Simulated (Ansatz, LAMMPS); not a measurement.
# Molecular dynamics of amorphous 59Ga2O3-41P2O5 (mol %) (128 atoms)

How do the atoms of amorphous 59Ga2O3-41P2O5 (mol %) (128 atoms) move, and what local order do they keep?

Calculated with Ansatz 0.2.0; Kohn-Sham DFT, revPBE, PAW (set soft_2), plane waves.

## (1) The starting structure

The cell holds 128 atoms: 26 Ga, 18 P and 84 O. Cell: a = 11.458 Å, b = 11.458 Å, c = 11.458 Å, α = 90.0°, β = 90.0°, γ = 90.0°. 128 atoms (26 Fe, 18 P, 84 O) placed at random at 3.33 g/cm³, melted at 5000 K for 10 ps at fixed volume with the Morse and Coulomb pair potential with partial charges (Pedone, Malavasi, Menziani, Cormack and Segre, J. Phys. Chem. B 110, 11780 (2006)). Quenched from 5000 K to 300 K at 100 K/ps and fixed volume, held 10 ps at zero pressure, then minimised at fixed cell. Then Fe was replaced by Ga and the cell scaled by 1.005 (the potential has no terms for the new elements, so the cell is a start for a DFT relaxation).

Limits known from the start: The quench rate of 100 K/ps is orders of magnitude faster than experiment, which tends to freeze in extra defects. The network of bonds at the start is that of the classical potential that made the cell. Sampling is at Γ alone, for a cell whose shortest periodic width is 11 Å.

## (2) Single point at the start

A single point comes first, to see the forces before anything moves.

Contents of input.yaml:

```yaml
crystal:
  lattice:
    - [11.45846, 0.0, 0.0]
    - [0.0, 11.45846, 0.0]
    - [0.0, 0.0, 11.45846]
  atoms:
    - { symbol: Ga, position: [0.94636, 0.57109, 0.56067] }
    - { symbol: Ga, position: [0.75142, 0.39916, 0.18327] }
    - { symbol: Ga, position: [0.50589, 0.80942, 0.79156] }
    - { symbol: Ga, position: [0.42987, 0.10167, 0.70808] }
    [... 118 atom lines left out ...]
    - { symbol: O, position: [0.56264, 0.49444, 0.69984] }
    - { symbol: O, position: [0.75656, 0.73617, 0.1024] }
    - { symbol: O, position: [0.15572, 0.70876, 0.0337] }
    - { symbol: O, position: [0.58842, 0.12809, 0.01979] }
    - { symbol: O, position: [0.71963, 0.58386, 0.57848] }
    - { symbol: O, position: [0.80189, 0.17189, 0.62964] }
kpoints:
  mp_grid: { grid: [1, 1, 1] }
hamiltonian:
  xc: revpbe
scf:
  occupations: { method: fixed }
output:
  forces: true
```

Started as:

```
$ ansatz run input.yaml --threads 4 --pin off --max-ram 8192MiB --backend cpu --events-out ev --progress --plain --runs-dir out
```

Elapsed: 51 s, on 4 threads of Arm Neoverse N1, shared host; peak memory 2.4 GiB.

The run gave:

```
free energy            : -159900.5297 eV
free energy per atom   : -1249.2229 eV/atom
SCF cycles             : 10
r.m.s. force component : 1.068 eV/Å
longest force          : 3.934 eV/Å
Fermi energy           : 5.953 eV
```

The r.m.s. force component of 1.1 eV/Å sets the starting point.

Neighbours are counted within 2.50 Å (O-Ga), 1.98 Å (O-P).

Length of the force by element and coordination:

| element | coordination | atoms | mean length of the force (eV/Å) | spread | least | most |
| --- | --- | --- | --- | --- | --- | --- |
| Ga | all | 26 | 1.18 | 0.474 | 0.346 | 2.19 |
| Ga | 4 | 2 | 1.32 | 0.875 | 0.445 | 2.19 |
| Ga | 5 | 12 | 1.22 | 0.340 | 0.732 | 1.64 |
| Ga | 6 | 12 | 1.12 | 0.485 | 0.346 | 1.97 |
| O | all | 84 | 1.72 | 0.878 | 0.219 | 3.93 |
| O | 2 | 43 | 1.68 | 0.740 | 0.400 | 2.88 |
| O | 3 | 38 | 1.85 | 0.983 | 0.219 | 3.93 |
| O | 4 | 3 | 0.626 | 0.260 | 0.377 | 0.986 |
| P | all | 18 | 1.98 | 0.800 | 0.620 | 3.47 |

## (3) Dynamics started at 300 K

A Nosé–Hoover thermostat steers the temperature while disturbing the dynamics little. The time step is 1.0 fs.

Edit input.yaml of step 2 so:

```diff
@@ -15 +15,8 @@
   forces: true
+md:
+  timestep: 1.0
+  n_steps: 120
+  ensemble: nvt_nose_hoover
+  temperature: 300
+  initial_velocities: maxwell_boltzmann
+  seed: 9588
```

Run time: 60 min. Hardware: 4 threads; peak memory 2.7 GiB.

The program notes that it switched symmetry off.

The trajectory, sampled:

| time (fs) | T (K) | potential (meV/atom) | conserved (meV/atom) |
| --- | --- | --- | --- |
| 0.0 | 300 | 0.0 | 0.00 |
| 8.0 | 411 | -14.4 | -0.09 |
| 16.0 | 335 | -4.7 | -0.02 |
| 24.0 | 334 | -4.9 | -0.03 |
| 32.0 | 407 | -14.7 | -0.07 |
| 40.0 | 411 | -15.8 | -0.04 |
| 48.0 | 442 | -20.8 | -0.08 |
| 56.0 | 400 | -16.5 | -0.03 |
| 64.0 | 487 | -29.3 | -0.10 |
| 72.0 | 406 | -20.6 | -0.04 |
| 80.0 | 421 | -24.0 | -0.07 |
| 88.0 | 418 | -25.0 | -0.07 |
| 96.0 | 416 | -26.0 | -0.07 |
| 104.0 | 420 | -27.8 | -0.08 |
| 112.0 | 405 | -26.9 | -0.07 |
| 120.0 | 412 | -28.9 | -0.08 |

Mean square displacement from the first frame to the last: Ga 0.089 Å², P 0.076 Å², O 0.11 Å².

Table of mean square displacement by time lag:

| time lag (fs) | Ga (Å²) | O (Å²) | P (Å²) |
| --- | --- | --- | --- |
| 1.0 | 1.6e-5 | 6.1e-5 | 3.4e-5 |
| 3.0 | 1.4e-4 | 5.4e-4 | 3.0e-4 |
| 5.0 | 3.9e-4 | 0.00149 | 8.2e-4 |
| 8.0 | 9.9e-4 | 0.00366 | 0.00199 |
| 10.0 | 0.00154 | 0.00551 | 0.00299 |
| 13.0 | 0.00259 | 0.00868 | 0.00467 |
| 15.0 | 0.00342 | 0.0109 | 0.00585 |
| 18.0 | 0.00487 | 0.0144 | 0.00760 |
| 20.0 | 0.00596 | 0.0166 | 0.00871 |
| 23.0 | 0.00777 | 0.0199 | 0.0103 |
| 25.0 | 0.00908 | 0.0220 | 0.0112 |
| 28.0 | 0.0112 | 0.0251 | 0.0126 |
| 30.0 | 0.0127 | 0.0272 | 0.0135 |
| 32.0 | 0.0143 | 0.0293 | 0.0144 |
| 35.0 | 0.0167 | 0.0325 | 0.0158 |
| 37.0 | 0.0185 | 0.0347 | 0.0169 |
| 40.0 | 0.0211 | 0.0380 | 0.0186 |
| 42.0 | 0.0230 | 0.0403 | 0.0198 |
| 45.0 | 0.0258 | 0.0438 | 0.0217 |
| 47.0 | 0.0277 | 0.0461 | 0.0231 |
| 50.0 | 0.0306 | 0.0494 | 0.0252 |
| 52.0 | 0.0325 | 0.0516 | 0.0266 |
| 55.0 | 0.0355 | 0.0547 | 0.0289 |
| 57.0 | 0.0374 | 0.0567 | 0.0304 |
| 60.0 | 0.0404 | 0.0597 | 0.0329 |

Over the second half of 120 fs the temperature averages 423 K, falling from about 450 to 408 K (means over the first and last quarter of that half). The conserved energy stays within 0.11 meV/atom. From first frame to last O has the largest mean square displacement, 0.11 Å² at the end; the farthest move is 0.70 Å. The mean temperature of 423 K lies well off the 300 K of the input, so the thermostat hasn't yet brought the run to equilibrium. The count of bonds goes from 212 in the first frame to 205 in the last, by one set of cutoffs: 10 pairs passed out of them and 3 came within. The run spans 0.12 ps, too short for its means to be equilibrium values.

## (4) Local order late in the run

The g(r) is a mean over the second half; what follows it is taken at the last frame.

Bonds before and after, by the cutoffs listed below:

| pair | bonds before | bonds after | mean before (Å) | mean after (Å) | spread before (Å) | spread after (Å) |
| --- | --- | --- | --- | --- | --- | --- |
| O-Ga | 140 | 133 | 2.050 | 1.994 | 0.137 | 0.159 |
| O-P | 72 | 72 | 1.529 | 1.574 | 0.019 | 0.053 |

Density 4.10 g/cm³, 11.75 Å³ an atom.

Mean of 14 frames. Pair distribution functions g(r), in bins of 0.2 Å:

| r (Å) | total | O-O | O-Ga | O-P | Ga-Ga | Ga-P | P-P |
| --- | --- | --- | --- | --- | --- | --- | --- |
| 1.40 | 0.22 | 0.00 | 0.00 | 1.19 | 0.00 | 0.00 | 0.00 |
| 1.60 | 1.90 | 0.00 | 0.00 | 10.29 | 0.00 | 0.00 | 0.00 |
| 1.80 | 0.80 | 0.00 | 2.86 | 0.23 | 0.00 | 0.00 | 0.00 |
| 2.00 | 1.32 | 0.00 | 4.94 | 0.00 | 0.00 | 0.00 | 0.00 |
| 2.20 | 0.28 | 0.03 | 1.00 | 0.00 | 0.00 | 0.00 | 0.00 |
| 2.40 | 0.56 | 1.01 | 0.46 | 0.00 | 0.00 | 0.00 | 0.00 |
| 2.60 | 1.40 | 3.04 | 0.31 | 0.00 | 0.14 | 0.00 | 0.00 |
| 2.80 | 0.95 | 1.84 | 0.31 | 0.07 | 1.03 | 0.21 | 0.55 |
| 3.00 | 1.01 | 1.52 | 0.31 | 0.46 | 1.85 | 1.64 | 0.67 |
| 3.20 | 1.15 | 1.01 | 0.54 | 1.09 | 1.58 | 5.22 | 0.45 |
| 3.40 | 1.00 | 0.78 | 0.84 | 1.17 | 2.25 | 2.30 | 0.00 |
| 3.60 | 0.95 | 0.60 | 1.28 | 1.10 | 1.79 | 1.12 | 0.32 |
| 3.80 | 0.91 | 0.54 | 1.06 | 1.67 | 0.91 | 0.38 | 1.08 |
| 4.00 | 1.04 | 0.74 | 1.21 | 1.52 | 0.66 | 0.98 | 1.25 |
| 4.20 | 1.12 | 0.78 | 1.58 | 1.42 | 0.63 | 0.54 | 2.25 |
| 4.40 | 1.09 | 0.88 | 1.51 | 1.14 | 0.80 | 0.65 | 1.58 |
| 4.60 | 1.02 | 1.14 | 1.16 | 0.76 | 0.45 | 0.60 | 1.12 |
| 4.80 | 1.05 | 1.29 | 0.98 | 0.71 | 0.51 | 0.91 | 1.29 |
| 5.00 | 1.00 | 1.23 | 0.77 | 0.80 | 0.72 | 1.02 | 1.47 |
| 5.20 | 0.98 | 1.15 | 0.67 | 1.02 | 0.94 | 1.01 | 0.83 |
| 5.40 | 0.99 | 1.20 | 0.70 | 0.91 | 1.14 | 0.83 | 1.25 |
| 5.60 | 0.92 | 0.96 | 0.76 | 0.93 | 1.25 | 1.20 | 0.85 |

Bonds by pair of elements; cutoffs follow the first minimum of g(r), held within bounds set by covalent radii, and pairs that aren't listed don't count as bonded:

| pair A-B | cutoff (Å) | bonds | mean length (Å) | spread (Å) | shortest (Å) | B about A | A about B |
| --- | --- | --- | --- | --- | --- | --- | --- |
| O-Ga | 2.5 | 133 | 1.99 | 0.159 | 1.75 | 1.58 | 5.12 |
| O-P | 2.08 | 72 | 1.57 | 0.053 | 1.48 | 0.857 | 4 |

How many atoms have how many bonded neighbours:

| element | mean | 2 | 3 | 4 | 5 | 6 |
| --- | --- | --- | --- | --- | --- | --- |
| Ga | 5.12 | 0 | 0 | 4 | 15 | 7 |
| O | 2.44 | 52 | 27 | 5 | 0 | 0 |
| P | 4 | 0 | 0 | 18 | 0 | 0 |

Bond angles, per cent of each kind in bins of 5°:

| angle (°) | O-Ga-O | O-P-O | Ga-O-P | Ga-O-Ga |
| --- | --- | --- | --- | --- |
| 60–65 | 0.4 | 0.0 | 0.0 | 0.0 |
| 65–70 | 1.8 | 0.0 | 0.0 | 0.0 |
| 70–75 | 4.3 | 0.0 | 0.0 | 0.0 |
| 75–80 | 6.8 | 0.0 | 0.0 | 0.0 |
| 80–85 | 10.8 | 0.0 | 0.0 | 3.9 |
| 85–90 | 10.0 | 0.0 | 1.2 | 7.7 |
| 90–95 | 10.8 | 1.8 | 0.0 | 10.3 |
| 95–100 | 9.3 | 3.7 | 0.0 | 12.8 |
| 100–105 | 8.6 | 16.7 | 0.0 | 7.7 |
| 105–110 | 6.5 | 27.8 | 2.5 | 11.5 |
| 110–115 | 4.3 | 36.1 | 2.5 | 6.4 |
| 115–120 | 3.2 | 11.1 | 8.6 | 9.0 |
| 120–125 | 1.8 | 2.8 | 14.8 | 6.4 |
| 125–130 | 3.6 | 0.0 | 18.5 | 11.5 |
| 130–135 | 1.1 | 0.0 | 18.5 | 5.1 |
| 135–140 | 1.1 | 0.0 | 12.3 | 1.3 |
| 140–145 | 1.8 | 0.0 | 8.6 | 2.6 |
| 145–150 | 2.1 | 0.0 | 3.7 | 0.0 |
| 150–155 | 1.4 | 0.0 | 4.9 | 1.3 |
| 155–160 | 1.4 | 0.0 | 1.2 | 1.3 |
| 160–165 | 5.4 | 0.0 | 1.2 | 0.0 |
| 165–170 | 1.8 | 0.0 | 1.2 | 0.0 |
| 170–175 | 1.4 | 0.0 | 0.0 | 1.3 |
| 175–180 | 0.4 | 0.0 | 0.0 | 0.0 |

Bond angles (no mean is given where the spread exceeds 20°):

| angle | count | mean (°) | spread (°) |
| --- | --- | --- | --- |
| O-Ga-O | 279 | - | - |
| O-P-O | 108 | 109 | 5.7 |
| Ga-O-P | 81 | 131 | 12.5 |
| Ga-O-Ga | 78 | 111 | 18.4 |
| P-O-P | 4 | 135 | 13.1 |

Oxygen atoms by the number of network formers (Si, P, Ge, B, Al, As, Ga) bound to them:

| network formers bound to O | O atoms | per cent |
| --- | --- | --- |
| 0 | 0 | 0 |
| 1 | 0 | 0 |
| 2 | 52 | 61.9 |
| 3 | 27 | 32.1 |
| 4 | 5 | 6 |

Network units: each former by its oxygen neighbours and how many of them bridge to another former:

| former | O neighbours | bridging O | atoms |
| --- | --- | --- | --- |
| P | 4 | 4 | 18 |
| Ga | 4 | 4 | 4 |
| Ga | 5 | 5 | 15 |
| Ga | 6 | 6 | 7 |

Bond length by coordination (bonds to H left out):

| element | coordination | atoms | mean bond length (Å) |
| --- | --- | --- | --- |
| Ga | 4 | 4 | 1.9 |
| Ga | 5 | 15 | 1.99 |
| Ga | 6 | 7 | 2.04 |
| O | 2 | 52 | 1.74 |
| O | 3 | 27 | 1.93 |
| O | 4 | 5 | 2.08 |

Rings of the network by King's shortest-path rule, up to 12 atoms, one path for each pair of neighbours; H, halogens, alkali and alkaline-earth atoms are left out, and the last column divides by all other atoms, bonded or not:

| ring size (atoms) | rings | per network atom |
| --- | --- | --- |
| 4 | 20 | 0.156 |
| 6 | 47 | 0.367 |
| 8 | 66 | 0.516 |
| 10 | 62 | 0.484 |
| 12 | 24 | 0.188 |

First main peaks of g(r), for some of the pairs, lie near 2.6 Å (O-O), 1.9 Å (O-Ga), 1.6 Å (O-P) and 3.2 Å (Ga-P). By these cutoffs 58 % of Ga atoms have 5, 62 % of O atoms have 2 and all P atoms have 4 bonded neighbours. 62 % of the oxygens bridge two formers (P and Ga) and 0 % are non-bridging; 32 % join three; 6 % join four. The commonest Ga unit has 5 oxygens, 5 of them shared with other formers (15 of 26 atoms). Rings of 8 atoms are the most common (30 % of those counted); sizes run from 4 to 12, where the search stops.

## (5) Single point at the last frame

The last frame is solved once more, with the analyses that the dynamics left out.

Contents of input.yaml:

```yaml
crystal:
  lattice:
    - [11.45846, 0.0, 0.0]
    - [0.0, 11.45846, 0.0]
    - [0.0, 0.0, 11.45846]
  atoms:
    - { symbol: Ga, position: [0.94327, 0.58678, 0.54124] }
    - { symbol: Ga, position: [0.75917, 0.40107, 0.17703] }
    - { symbol: Ga, position: [0.4966, 0.78858, 0.7979] }
    - { symbol: Ga, position: [0.40656, 0.11761, 0.70326] }
    [... 118 atom lines left out ...]
    - { symbol: O, position: [0.54502, 0.51314, 0.70345] }
    - { symbol: O, position: [0.75516, 0.75735, 0.1121] }
    - { symbol: O, position: [0.14432, 0.71044, 0.01748] }
    - { symbol: O, position: [0.62713, 0.1163, 0.0182] }
    - { symbol: O, position: [0.71049, 0.57556, 0.55476] }
    - { symbol: O, position: [0.78927, 0.18057, 0.62161] }
kpoints:
  mp_grid: { grid: [1, 1, 1] }
hamiltonian:
  xc: revpbe
scf:
  occupations: { method: fixed }
output:
  forces: true
  stress: true
  populations: true
  dos:
    method: { smearing: { sigma: 0.1 } }
    de: 0.1
    projected: { site_lists: { Ga: [Ga], O: [O], P: [P] } }
  eigenvalues: true
  write_density: true
  write_potential: true
  volumetric_format: npy
  elf: true
```

Run time: 89 s. Hardware: 4 threads; peak memory 2.6 GiB; 5.8 min of CPU time.

The run gave:

```
free energy                                      : -159904.2309 eV
free energy per atom                             : -1249.2518 eV/atom
SCF cycles                                       : 10
pressure                                         : 2.054 GPa
r.m.s. force component                           : 0.8979 eV/Å
longest force                                    : 3.746 eV/Å
Fermi energy                                     : 6.005 eV
gap (highest filled to lowest empty level) : 1.945 eV
spilling of the projection                       : 0.00906
```

Neighbours are counted within 2.50 Å (O-Ga), 2.08 Å (O-P), the cutoffs taken from the dynamics.

Length of the force by element and coordination:

| element | coordination | atoms | mean length of the force (eV/Å) | spread | least | most |
| --- | --- | --- | --- | --- | --- | --- |
| Ga | all | 26 | 1.11 | 0.536 | 0.243 | 2.58 |
| Ga | 4 | 4 | 0.979 | 0.302 | 0.650 | 1.45 |
| Ga | 5 | 15 | 1.22 | 0.594 | 0.457 | 2.58 |
| Ga | 6 | 7 | 0.956 | 0.446 | 0.243 | 1.34 |
| O | all | 84 | 1.31 | 0.698 | 0.107 | 3.05 |
| O | 2 | 52 | 1.34 | 0.702 | 0.107 | 2.77 |
| O | 3 | 27 | 1.31 | 0.733 | 0.227 | 3.05 |
| O | 4 | 5 | 1.06 | 0.291 | 0.602 | 1.39 |
| P | all | 18 | 2.01 | 0.819 | 0.961 | 3.75 |

Löwdin charges by element and coordination (they lack the spilled electrons, 0.066 e an atom on average):

| element | coordination | atoms | mean charge (e) | spread | least | most |
| --- | --- | --- | --- | --- | --- | --- |
| Ga | all | 26 | 1.09 | 0.0324 | 1.03 | 1.15 |
| Ga | 4 | 4 | 1.11 | 0.0179 | 1.09 | 1.14 |
| Ga | 5 | 15 | 1.08 | 0.031 | 1.05 | 1.15 |
| Ga | 6 | 7 | 1.07 | 0.0312 | 1.03 | 1.13 |
| O | all | 84 | -0.699 | 0.0278 | -0.748 | -0.618 |
| O | 2 | 52 | -0.713 | 0.0197 | -0.748 | -0.674 |
| O | 3 | 27 | -0.679 | 0.0188 | -0.726 | -0.636 |
| O | 4 | 5 | -0.651 | 0.0228 | -0.685 | -0.618 |
| P | all | 18 | 2.16 | 0.0278 | 2.12 | 2.20 |

States in the cell by windows of 1 eV, zero at the Fermi level; the larger projections on atomic orbitals stand beside the total:

| from (eV) | to (eV) | total | O p | Ga s | Ga d |
| --- | --- | --- | --- | --- | --- |
| -14 | -13 | 168.3 | 3.3 | 0.2 | 161.5 |
| -13 | -12 | 7.3 | 0.2 | 0.1 | 6.0 |
| -12 | -11 | 2.0 | 1.1 | 0.0 | 0.1 |
| -11 | -10 | 5.1 | 2.8 | 0.2 | 0.2 |
| -10 | -9 | 16.2 | 8.9 | 1.7 | 0.5 |
| -9 | -8 | 19.3 | 11.4 | 2.2 | 0.4 |
| -8 | -7 | 30.0 | 19.3 | 4.0 | 0.4 |
| -7 | -6 | 43.0 | 29.1 | 2.1 | 0.6 |
| -6 | -5 | 49.0 | 34.7 | 1.5 | 0.6 |
| -5 | -4 | 54.5 | 43.3 | 1.3 | 0.5 |
| -4 | -3 | 73.4 | 63.7 | 0.8 | 0.6 |
| -3 | -2 | 89.5 | 82.0 | 0.5 | 0.7 |
| -2 | -1 | 85.2 | 80.9 | 0.3 | 0.5 |
| -1 | 0 | 35.7 | 34.2 | 0.1 | 0.2 |
| 0 | 1 | 1.1 | 1.1 | 0.0 | 0.0 |
| 1 | 2 | 1.5 | 0.2 | 0.8 | 0.0 |
| 2 | 3 | 1.2 | 0.2 | 0.6 | 0.0 |
| 3 | 4 | 12.2 | 2.7 | 5.4 | 0.0 |
| 4 | 5 | 22.7 | 5.3 | 9.7 | 0.0 |

With fixed occupations the program's Fermi level is the highest filled level; weight inside the gap is the broadening of levels at its edges.

Between -23 and -14 eV lie 252 more states.

The levels nearest the highest filled one (over half full), pooled over k-points and spins:

| level less the highest filled one (eV) | occupation |
| --- | --- |
| -0.61 | 2 |
| -0.591 | 2 |
| -0.571 | 2 |
| -0.314 | 2 |
| -0.116 | 2 |
| 0 | 2 |
| 1.94 | 0 |
| 3.02 | 0 |
| 3.47 | 0 |
| 3.57 | 0 |
| 3.64 | 0 |
| 3.76 | 0 |

Mean Löwdin charges: Ga +1.09, O -0.70, P +2.16 e (they miss 0.91 % of the electrons, so they add up to more than the cell's charge). The largest share in the top eV of filled states is O p (97 % of the projected weight), and in the lowest eV of empty states Ga s (53 % of the projected weight).

## (6) Summary of results

| Item | Value |
| --- | --- |
| mean temperature, second half | 423.3 K |
| temperature swing, second half | 22.51 K |
| slope of the conserved energy against time, by least squares | -0.3098 meV/atom/ps |
| free energy per atom | -1249.2518 eV/atom |
| pressure | 2.054 GPa |
| r.m.s. force component | 0.8979 eV/Å |
| gap (highest filled to lowest empty level) | 1.945 eV |
| wall time of the 3 DFT runs | 62 min |

**Reading.** Over the second half of 120 fs the temperature averages 423 K, falling from about 450 to 408 K (means over the first and last quarter of that half). The conserved energy stays within 0.11 meV/atom. The mean temperature of 423 K lies well off the 300 K of the input, so the thermostat hasn't yet brought the run to equilibrium. The count of bonds goes from 212 in the first frame to 205 in the last, by one set of cutoffs: 10 pairs passed out of them and 3 came within. The run spans 0.12 ps, too short for its means to be equilibrium values. Counting bonds as in the table, 58 % of Ga atoms have 5, 62 % of O atoms have 2 and all P atoms have 4 bonded neighbours. 62 % of the oxygens bridge two formers (P and Ga) and 0 % are non-bridging; 32 % join three; 6 % join four.

Filled and empty levels are parted by 1.94 eV (at Γ alone); a semilocal functional tends to put such gaps too low. In a disordered cell it changes from sample to sample, and tail or defect levels can set it.

Caveats: The network of bonds at the start is that of the classical potential that made the cell; in DFT 10 of its 212 bonded pairs passed out of the cutoffs and 3 came within them. The stress is far from hydrostatic: its diagonal is 4.1, 1.5, 0.6 GPa, compression counted positive. The pressure of 2.1 GPa is that of one thermal frame at a volume set beforehand, without the kinetic term.

[Logs are printed without paths, hosts, clocks, repeated set-up lines and the standing remarks that a program may print on its own settings, such as how far it seeks lower states.]

[Hosts, paths, dates, database ids (printed as entryN), source tags and the programs' standing remarks are cut or masked in the printed files.]
